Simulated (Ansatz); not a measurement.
## MoS2 (P6_3/mmc): the G0W0 gap against the k mesh

Wanted: mesh convergence of the gap correction in MoS2 (P6_3/mmc).

Calculated with Ansatz 0.2.0; G0W0 on PBE, plane waves, PAW.

The database entry behind the starting cell differs from other determinations of this structure, so it need not match the best structure at room temperature.

## 1. Set-up

Symmetry: P6_3/mmc, No. 194, hexagonal system. Conventional cell: a = 3.169 Å, b = 3.169 Å, c = 12.324 Å, α = 90.00°, β = 90.00°, γ = 120.00°. Mo has 6 S at 2.41 Å nearest. Nearest to S lie 3 Mo at 2.41 Å. Farther neighbours, and contacts between anions beyond the nearest, are not listed.

The cell and positions come from the Crystallography Open Database and are kept as given unless a step says otherwise. The default PAW set here is soft_2. Its files were made with PBE.

## 2. The 6×6×1 mesh

Now the one-shot GW correction: screening in the RPA, then the self-energy of the levels asked for.

The input, input.yaml:

```yaml
crystal:
  lattice:
    - [3.169, 0.0, 0.0]
    - [-1.5845, 2.7444345046, 0.0]
    - [0.0, 0.0, 12.324]
  atoms:
    - { symbol: Mo, position: [0.3333333333, 0.6666666667, 0.25] }
    - { symbol: Mo, position: [0.6666666667, 0.3333333333, 0.75] }
    - { symbol: S, position: [0.3333333333, 0.6666666667, 0.623] }
    - { symbol: S, position: [0.6666666667, 0.3333333333, 0.123] }
    - { symbol: S, position: [0.3333333333, 0.6666666667, 0.877] }
    - { symbol: S, position: [0.6666666667, 0.3333333333, 0.377] }
kpoints:
  mp_grid: { grid: [6, 6, 1] }
hamiltonian:
  xc: pbe
scf:
  occupations: { method: fixed }
gw:
  n_empty_bands: 243
  ecut_chi: 100
  qp_bands: [v2, c2]
  qp_kpoints: band_edges
  screening: { model: contour_deformation }
```

Launch:

```
ansatz run input.yaml --threads 3 --pin off --max-ram 92160MiB --backend cuda --events-out ev --progress --plain --runs-dir out --devices 1 --max-vram 13GiB
```

Output:

```text
GPUs: using 1 of 1 available (devices: 1).
Engine: ansatz 0.2.0, x86_64-unknown-linux-gnu
Pseudopotentials: kind: paw
Pseudopotential: Mo, paw, valence charge 14, recommended cutoff 420 eV (normal), Mo.paw.azcp
Pseudopotential: S, paw, valence charge 6, recommended cutoff 420 eV (normal), S.paw.azcp
Functional definition: PBE
  parameter kappa = 0.804
  parameter beta = 0.066725
  exchange = pbe_x(kappa = kappa, mu = beta*pi^2/3)
  correlation = pbe_c(beta = beta)
device memory: the entry about to start is reckoned to put 1.6 GiB on a device that reports 56.8 GiB free (of which the cap on the GPU budget leaves the run 13.0 GiB)
GPU FFT provider: cuFFT
GPU libraries: cuBLAS 13.8.2, cuFFT 12.4.0, cuSOLVER 12.3.4
Crystal: 6 atoms, lattice volume = 107.183 Å³
Basis set: ecut = 420 eV, 2081 PW (Γ)
Bands: 32, of which v1, the nominal top of the filled ones, is band 26 counted from 1 (25 counted from 0)
Symmetry: 24 space group operations
Space group: P63/mmc (ITA 194), of the structure as read, at distance tolerance 4.8e-5 Å
k-points: 7 of 36
Non-local potential: Mo, projectors of the file, l = 0: 3, l = 1: 2, l = 2: 2, l = 3: 1
Non-local potential: S, projectors of the file, l = 0: 2, l = 1: 2, l = 2: 2
PAW form: soft (Blöchl's): semilocal exchange-correlation on the pseudo side does not see the compensation charge
PAW one-centre angular grid: Mo, 590 points (default); XC on 64 Gauss nodes
PAW one-centre angular grid: S, 110 points (default); XC on 64 Gauss nodes
Initial density: superposition of atomic densities (neutral atoms: chi_scale 0, normalization atom), corrected by the library's trained network
Initial wavefunctions: pseudopotential atomic-orbital guess
GPU buffer pool allocated for 51840 grid points (all kernels)
GPU transforms: local potential and band sums: pruned to the plane-wave sphere, on 24×24×81
Functional: x = pbe(κ = 0.804, μ = 0.219515), c = pbe(β = 0.066725)
SCF iter   1: F=—  HF=-13525.497941 eV  |F-HF|=—  |Δ(HF+E_count)|=         —  Δρ=5.43e-3  dr2=7.48e-3  ethr=1.77e-3  ⟨swp⟩=5.0  Hψ=816  notcnv=0  defer=21
preconditioner: auto → Resta (q_TF=auto, 2.418 Å⁻¹)  ε∞=8.7  [insulator: Δε(μ)=0.887 eV  Ē_g=7.754 eV  n_scr=26 (ndim 8)  ℏωp=21.5 eV  f_vac=0.016  ε∞_Penn≈8.7]
SCF iter   2: F=—  HF=-13525.506917 eV  |F-HF|=—  |Δ(HF+E_count)|=   8.98e-3  Δρ=3.11e-3  dr2=2.34e-3  ethr=1.44e-5  ⟨swp⟩=2.0  Hψ=420  notcnv=0  defer=28
SCF iter   3: F=—  HF=-13525.511716 eV  |F-HF|=—  |Δ(HF+E_count)|=   4.80e-3  Δρ=6.36e-4  dr2=9.33e-4  ethr=4.49e-6  ⟨swp⟩=2.0  Hψ=340  notcnv=0  defer=28
SCF iter   4: F=—  HF=-13525.511633 eV  |F-HF|=—  |Δ(HF+E_count)|=   8.31e-5  Δρ=1.14e-4  dr2=8.20e-6  ethr=1.79e-6  ⟨swp⟩=2.0  Hψ=292  notcnv=0  defer=15
SCF iter   5: F=—  HF=-13525.511645 eV  |F-HF|=—  |Δ(HF+E_count)|=   1.22e-5  Δρ=4.73e-5  dr2=1.77e-6  ethr=1.58e-8  ⟨swp⟩=2.0  Hψ=324  notcnv=0  defer=8
SCF iter   6: F=—  HF=-13525.511647 eV  |F-HF|=—  |Δ(HF+E_count)|=   2.56e-6  Δρ=1.01e-5  dr2=2.69e-7  ethr=3.40e-9  ⟨swp⟩=2.0  Hψ=332  notcnv=0  defer=8
SCF iter   7: F=-13525.511648 eV  HF=-13525.511648 eV  |F-HF|=1.67e-9  |Δ(HF+E_count)|=   1.30e-7  Δρ=3.00e-6  dr2=1.73e-8  ethr=1.92e-10  ⟨swp⟩=8.1  Hψ=710  notcnv=0
SCF 1 converged in 7 iterations: F = -13525.511648 eV  dr2 = 1.73e-8
[...]
device memory: the entry about to start is reckoned to put 2.2 GiB on a device that reports 57.4 GiB free (of which the cap on the GPU budget leaves the run 13.0 GiB)
NSCF: frozen V_eff on 7 k-points
[...]
device memory: the entry about to start is reckoned to put 4.1 GiB on a device that reports 57.4 GiB free (of which the cap on the GPU budget leaves the run 13.0 GiB)
NSCF: frozen V_eff on 7 k-points
G₀W₀ screening: q 1/7
[... further progress lines ...]
device memory: the entry about to start is reckoned to put 0.5 GiB on a device that reports 52.0 GiB free (of which the cap on the GPU budget leaves the run 13.0 GiB)
NSCF: frozen V_eff on 1 k-points
device memory: the entry about to start is reckoned to put 0.5 GiB on a device that reports 52.0 GiB free (of which the cap on the GPU budget leaves the run 13.0 GiB)
NSCF: frozen V_eff on 1 k-points
device memory: the entry about to start is reckoned to put 0.5 GiB on a device that reports 52.0 GiB free (of which the cap on the GPU budget leaves the run 13.0 GiB)
NSCF: frozen V_eff on 1 k-points
SCF converged after 7 iterations
Free energy (F): -13525.511648 eV
Harris-Foulkes:  -13525.511648 eV  (|F-HF|=1.67e-9)
Internal energy: -13525.511648 eV  (E = F + TS)
E sigma→0 (E₀):  -13525.511648 eV
Fermi energy:    10.899072 eV
--- Per-component energies (eV) ---
  E_band       = -312.295085
  E_kinetic    = 1312.254226
  E_local      = -3923.380517  (includes V_loc(G=0)·N_el)
  E_nonlocal   = 398.361483
  E_hartree    = 1508.702895
  E_xc         = -757.176768
  E_vxc        = -810.254358  (∫ρ·V_xc dr)
  E_paw        = -8803.056604  (= ΣΔE_a)
  E_vpaw       = -306.675554  (= ΣTr[D̂ρ^β])
  E_aug_tail   = 0.000083  (compensation charges beyond the density's cutoff)
  E_ewald      = -3261.216446
  E_smearing   = -0.000000  (= −TS)
  E_closure    = 0.000000  (closes the sum)
  Σ components = -13525.511648   (vs F -13525.511648, Δ=0.00e0)
--- Band table (eV; the first three rows and the last of 7) ---
  k-point 0: bands = [... 22 lower, 8.7697, 9.7157, 9.7513, 10.8991, 12.9974, 12.9974, 13.0255, 13.0255, ... 2 higher]
  k-point 1: bands = [... 22 lower, 8.8435, 9.7116, 9.7365, 10.1280, 12.3877, 12.7517, 12.7615, 12.9553, ... 2 higher]
  k-point 2: bands = [... 22 lower, 8.8592, 8.9443, 9.1013, 9.3574, 12.2885, 12.3873, 12.5432, 13.0000, ... 2 higher]
  k-point 6: bands = [... 22 lower, 8.2054, 8.2054, 10.1311, 10.2930, 11.9456, 11.9456, 12.7412, 13.7312, ... 2 higher]
--- G₀W₀: contour deformation, 7 samples at zero and on the imaginary axis and 1 off it, 36 q-points, 243 empty bands' worth ---
  eigenvalues of the whole cell's RPA ε∞ on this k-mesh (on a slab, of 1 + 4πα/V) = 6.8847, 15.2859, 15.2859; static W/v taken at q = 0 is 0.089175
  gw.qp_kpoints: band_edges: 7 of 7 stored k-points solved, in 1 pass; an edge of the gap read off the rows below is read off those points alone
    ik  band        ε_KS         Σx   Σc(E_QP)       V_xc       Z   E_QP_lin       E_QP  E_QP is
     0    25      9.7513   -18.7097     1.1612   -17.5851  0.7319     9.7879     9.7880  root
     0    26     10.8991   -19.7228     0.6440   -19.1810  0.7386    11.0013    11.0014  root
     0    27     12.9974   -13.7980    -4.1972   -18.5163  0.7404    13.5244    13.5184  root
     0    28     12.9974   -13.7980    -4.1972   -18.5163  0.7404    13.5244    13.5184  root
     1    25      9.7365   -18.6290     2.1595   -16.2170  0.7450     9.4830     9.4841  root
     1    26     10.1280   -19.3933     1.0289   -18.4300  0.7369    10.1935    10.1936  root
     1    27     12.3877   -13.5152    -4.0405   -17.9870  0.7393    12.8227    12.8190  root
     1    28     12.7517   -14.0844    -4.0202   -18.5678  0.7311    13.2198    13.2148  root
     2    25      9.1013   -18.5486     1.4613   -17.0846  0.7287     9.0987     9.0987  root
     2    26      9.3574   -19.0336     1.3923   -17.6668  0.7314     9.3829     9.3829  root
     2    27     12.2885   -14.1863    -4.2651   -18.9534  0.7353    12.7959    12.7905  root
     2    28     12.3873   -15.3266    -4.2289   -20.1316  0.7308    12.9707    12.9634  root
     3    25      9.4994   -17.6830     1.4657   -16.0745  0.7462     9.3561     9.3565  root
     3    26      9.6238   -18.3864     1.3473   -16.9849  0.7419     9.5696     9.5696  root
[...]
5    28     12.6480   -16.2050    -4.3408   -21.1379  0.7210    13.2492    13.2400  root
     6    25     10.1311   -19.0986     0.6161   -18.6104  0.7397    10.2588    10.2590  root
     6    26     10.2930   -19.5234     0.5768   -19.1027  0.7393    10.4488    10.4491  root
     6    27     11.9456   -16.1275    -3.8460   -20.5463  0.7346    12.5241    12.5183  root
     6    28     11.9456   -16.1275    -3.8460   -20.5463  0.7346    12.5241    12.5183  root
```

The job ended after 11 s (1 × NVIDIA H100 80GB HBM3 (shared by 6 runs) with 3 threads of AMD EPYC 7R13 (Zen 3), shared host; peak memory 1.2 GiB).

In the SCF lines HF is the Harris–Foulkes energy and dr2 the Hartree energy of the density residual, in eV; the loop may stop once dr2 is under the threshold and the program's other checks hold. Hψ counts applications of the Hamiltonian.

Read from the output:

* bands summed: 269
* RPA ε∞ on this mesh (eigenvalues): 6.885, 15.29, 15.29
* plane waves in the screening matrix: 255
* q-points in the mesh: 36
* G0W0 gap on the mesh: 1.205 eV
* k of the valence top: 0, 0, 0
* k of the conduction bottom: 0.1667, 0.1667, 0
* starting gap on the mesh: 0.8852 eV
* Z at the valence top: 0.7386
* Z at the conduction bottom: 0.7479
* least direct G0W0 gap on the computed points: 2.069 eV

The gap on the mesh goes from 0.89 eV to 1.20 eV, a correction of +0.32 eV. Between the two edge states, bare exchange in place of the xc potential would open the gap by 4.78 eV, and correlation takes back 4.46 eV.

## 3. The 6×6×2 mesh

Only the mesh changes. It samples the long-range screening, which converges on its own terms.

input.yaml: that of step 2 with these lines changed.

```diff
@@ -13,3 +13,3 @@
 kpoints:
-  mp_grid: { grid: [6, 6, 1] }
+  mp_grid: { grid: [6, 6, 2] }
 hamiltonian:
```

Output:

```text
GPUs: using 1 of 1 available (devices: 1).
[...]
GPU FFT provider: cuFFT
GPU libraries: cuBLAS 13.8.2, cuFFT 12.4.0, cuSOLVER 12.3.4
Crystal: 6 atoms, lattice volume = 107.183 Å³
Basis set: ecut = 420 eV, 2081 PW (Γ)
Bands: 32, of which v1, the nominal top of the filled ones, is band 26 counted from 1 (25 counted from 0)
[... 1 set-up line as in the run before ...]
[...]
k-points: 14 of 72
[...]
GPU buffer pool allocated for 51840 grid points (all kernels)
[...]
SCF iter   1: F=—  HF=-13525.526697 eV  |F-HF|=—  |Δ(HF+E_count)|=         —  Δρ=5.46e-3  dr2=7.41e-3  ethr=1.77e-3  ⟨swp⟩=5.0  Hψ=1664  notcnv=0  defer=42
[...]
SCF iter   7: F=-13525.540647 eV  HF=-13525.540647 eV  |F-HF|=7.09e-10  |Δ(HF+E_count)|=   5.96e-8  Δρ=2.23e-6  dr2=6.40e-9  ethr=1.92e-10  ⟨swp⟩=4.9  Hψ=1310  notcnv=0
SCF 1 converged in 7 iterations: F = -13525.540647 eV  dr2 = 6.40e-9
[...]
0    25      9.7496   -18.6978     1.1475   -17.5874  0.7316     9.7866     9.7867  root
     0    26     10.8968   -19.7402     0.6610   -19.1818  0.7392    10.9992    10.9994  root
     0    27     12.9944   -13.7864    -4.2040   -18.5169  0.7404    13.5267    13.5209  root
     0    28     12.9944   -13.7864    -4.2040   -18.5169  0.7404    13.5267    13.5209  root
     1    25     10.6302   -19.4298     0.9234   -18.5535  0.7406    10.6773    10.6773  root
     1    26     10.6302   -19.4298     0.9234   -18.5535  0.7406    10.6773    10.6773  root
     1    27     12.9998   -13.7331    -4.1993   -18.4521  0.7402    13.5253    13.5195  root
     1    28     12.9998   -13.7331    -4.1993   -18.4521  0.7402    13.5253    13.5195  root
[...]
13    25     10.2018   -19.2682     0.5936   -18.8105  0.7397    10.3374    10.3377  root
    13    26     10.2018   -19.2682     0.5936   -18.8105  0.7397    10.3374    10.3377  root
    13    27     11.9456   -16.1207    -3.8432   -20.5422  0.7348    12.5297    12.5239  root
    13    28     11.9456   -16.1207    -3.8432   -20.5422  0.7348    12.5297    12.5239  root
[key lines of the parts left out:]
SCF converged after 7 iterations
Free energy (F): -13525.540647 eV
Fermi energy:    10.896774 eV
```

Run time: 19 s. Hardware: 1 × NVIDIA H100 80GB HBM3 (shared by 6 runs) with 3 threads; peak memory 1.3 GiB.

Read from the output:

- bands summed: 269
- RPA ε∞ on this mesh (eigenvalues): 6.249, 15.26, 15.26
- plane waves in the screening matrix: 255
- q-points in the mesh: 72
- G0W0 gap on the mesh: 1.207 eV
- k of the valence top: 0, 0, 0
- k of the conduction bottom: 0.1667, 0.1667, 0
- starting gap on the mesh: 0.8857 eV
- Z at the valence top: 0.7392
- Z at the conduction bottom: 0.7492
- least direct G0W0 gap on the computed points: 2.079 eV

Against the run with 6×6×1 mesh, 243 empty bands, screening to 100 eV, the gap moves by +0.002 eV.

## 4. The 9×9×2 mesh

input.yaml: that of step 3 with these lines changed.

```diff
@@ -13,3 +13,3 @@
 kpoints:
-  mp_grid: { grid: [6, 6, 2] }
+  mp_grid: { grid: [9, 9, 2] }
 hamiltonian:
```

Output:

```text
GPUs: using 1 of 1 available (devices: 1).
[...]
GPU FFT provider: cuFFT
GPU libraries: cuBLAS 13.8.2, cuFFT 12.4.0, cuSOLVER 12.3.4
Crystal: 6 atoms, lattice volume = 107.183 Å³
Basis set: ecut = 420 eV, 2081 PW (Γ)
Bands: 32, of which v1, the nominal top of the filled ones, is band 26 counted from 1 (25 counted from 0)
[... 1 set-up line as in the run before ...]
[...]
k-points: 24 of 162
[...]
1    28     12.9999   -13.7516    -4.1826   -18.4520  0.7410    13.5230    13.5176  root
[...]
23    25     10.2004   -19.1763     0.5120   -18.8106  0.7412    10.3465    10.3468  root
    23    26     10.2004   -19.1763     0.5120   -18.8106  0.7412    10.3465    10.3468  root
    23    27     11.9460   -16.2136    -3.7565   -20.5425  0.7366    12.5235    12.5184  root
    23    28     11.9460   -16.2136    -3.7565   -20.5425  0.7366    12.5235    12.5184  root
[key lines of the parts left out:]
SCF converged after 6 iterations
Free energy (F): -13525.540966 eV
Fermi energy:    10.897332 eV
```

Wall time 59 s (1 × NVIDIA H100 80GB HBM3 (shared by 6 runs) with 3 threads); peak memory 1.6 GiB.

This step gave:

```
bands summed                                 : 269
RPA ε∞ on this mesh (eigenvalues)            : 6.224, 14.92, 14.92
plane waves in the screening matrix          : 255
G0W0 gap on the mesh                         : 1.293 eV
k of the valence top                         : 0, 0, 0
k of the conduction bottom                   : 0.1111, 0.2222, 0
starting gap on the mesh                     : 0.9596 eV
least direct G0W0 gap on the computed points : 2.065 eV
```

Against the run with 6×6×2 mesh, 243 empty bands, screening to 100 eV, the gap moves by +0.09 eV, while the start moved by +0.07 eV. A band edge lies at another k point on this mesh, which is part of the change.

## 5. The 12×12×2 mesh

input.yaml: that of step 4 with these lines changed.

```diff
@@ -13,3 +13,3 @@
 kpoints:
-  mp_grid: { grid: [9, 9, 2] }
+  mp_grid: { grid: [12, 12, 2] }
 hamiltonian:
```

Output:

```text
GPUs: using 1 of 1 available (devices: 1).
[...]
GPU FFT provider: cuFFT
GPU libraries: cuBLAS 13.8.2, cuFFT 12.4.0, cuSOLVER 12.3.4
Crystal: 6 atoms, lattice volume = 107.183 Å³
Basis set: ecut = 420 eV, 2081 PW (Γ)
Bands: 32, of which v1, the nominal top of the filled ones, is band 26 counted from 1 (25 counted from 0)
[... 1 set-up line as in the run before ...]
[...]
k-points: 38 of 288
[...]
1    28     12.9999   -13.7585    -4.1763   -18.4520  0.7410    13.5224    13.5170  root
[...]
37    25     10.2004   -19.1500     0.4887   -18.8106  0.7415    10.3494    10.3497  root
    37    26     10.2004   -19.1500     0.4887   -18.8106  0.7415    10.3494    10.3497  root
    37    27     11.9460   -16.2399    -3.7325   -20.5426  0.7369    12.5212    12.5162  root
    37    28     11.9460   -16.2399    -3.7325   -20.5426  0.7369    12.5212    12.5162  root
[key lines of the parts left out:]
SCF converged after 6 iterations
Free energy (F): -13525.541117 eV
Fermi energy:    10.897362 eV
```

Elapsed: 2.6 min, on 1 × NVIDIA H100 80GB HBM3 (shared by 6 runs) with 3 threads; peak memory 1.9 GiB.

Numbers from this step:

```
bands summed                                 : 269
RPA ε∞ on this mesh (eigenvalues)            : 6.223, 14.86, 14.86
plane waves in the screening matrix          : 255
G0W0 gap on the mesh                         : 1.202 eV
k of the valence top                         : 0, 0, 0
k of the conduction bottom                   : 0.1667, 0.1667, 0
starting gap on the mesh                     : 0.8845 eV
least direct G0W0 gap on the computed points : 2.060 eV
```

Against the run with 9×9×2 mesh, 243 empty bands, screening to 100 eV, the gap moves by −0.09 eV, while the start moved by −0.08 eV. A band edge lies at another k point on this mesh, which is part of the change.

## 6. The meshes together

Times are wall times on 1 × NVIDIA H100 80GB HBM3 (shared by 6 runs) with 3 threads of AMD EPYC 7R13 (Zen 3), shared host, good to a factor of about two.

| mesh | points | irreducible | start (eV) | G0W0 (eV) | shift (eV) | RPA ε∞ (mean) | time |
| --- | --- | --- | --- | --- | --- | --- | --- |
| 6×6×1 | 36 | 7 | 0.885 | 1.205 | +0.319 | 12.49 | 11 s |
| 6×6×2 | 72 | 14 | 0.886 | 1.207 | +0.321 | 12.25 | 19 s |
| 9×9×2 | 162 | 24 | 0.960 | 1.293 | +0.333 | 12.02 | 59 s |
| 12×12×2 | 288 | 38 | 0.884 | 1.202 | +0.317 | 11.98 | 2.6 min |

## 7. What came out

- 6×6×1: 1.205 eV (shift +0.319)
- 6×6×2: 1.207 eV (shift +0.321)
- 9×9×2: 1.293 eV (shift +0.333)
- 12×12×2: 1.202 eV (shift +0.317)
- settings: PBE start, 243 empty bands, 100 eV

**Reading.** The shift is +0.32 eV on 6×6×1 and +0.32 eV on 12×12×2. On 12×12×2 the edges lie at Γ and (0.167, 0.167, 0.000), on 9×9×2 at Γ and (0.111, 0.222, 0.000), so these two shifts belong to different pairs of states. The RPA ε∞ (mean) ranges from 11.98 to 12.49 and ends at 11.98. The starting gap changes too, by 0.08 eV, since the meshes hold different points and converge the density differently. From 36 to 288 points the time grows 14-fold. Bands and cutoff are modest here, so the values stand short of the basis limit. The many-body steps are scalar-relativistic: spin-orbit coupling is not in them.

[Long decimals in the printed logs are rounded to 6 places.]

[Logs are printed without paths, hosts, clocks, repeated set-up lines and the standing remarks that a program may print on its own settings, such as how far it seeks lower states.]

[Paths, hosts, dates, memory and timing lines, banners, echoed tables and standing remarks are left out of the program output; an Ansatz launch command may be rebuilt from the run's recorded settings. Measured values are a selection of at most five: reports struck by readers or far from the other reports are left out. None is set beside runs whose start may be inverted or whose files or cutoffs have a known fault.]

[Runs of the session that timed out or met a known fault of the program may be left out.]

[Cells called generated may have been cut or substituted from an entry of the Crystallography Open Database or the Materials Project.]

[Hosts, paths, dates, database ids (printed as entryN), source tags and the programs' standing remarks are cut or masked in the printed files.]

[Where the starting crystal was built by hand or by swapping elements, it need not be the compound's stable phase.]
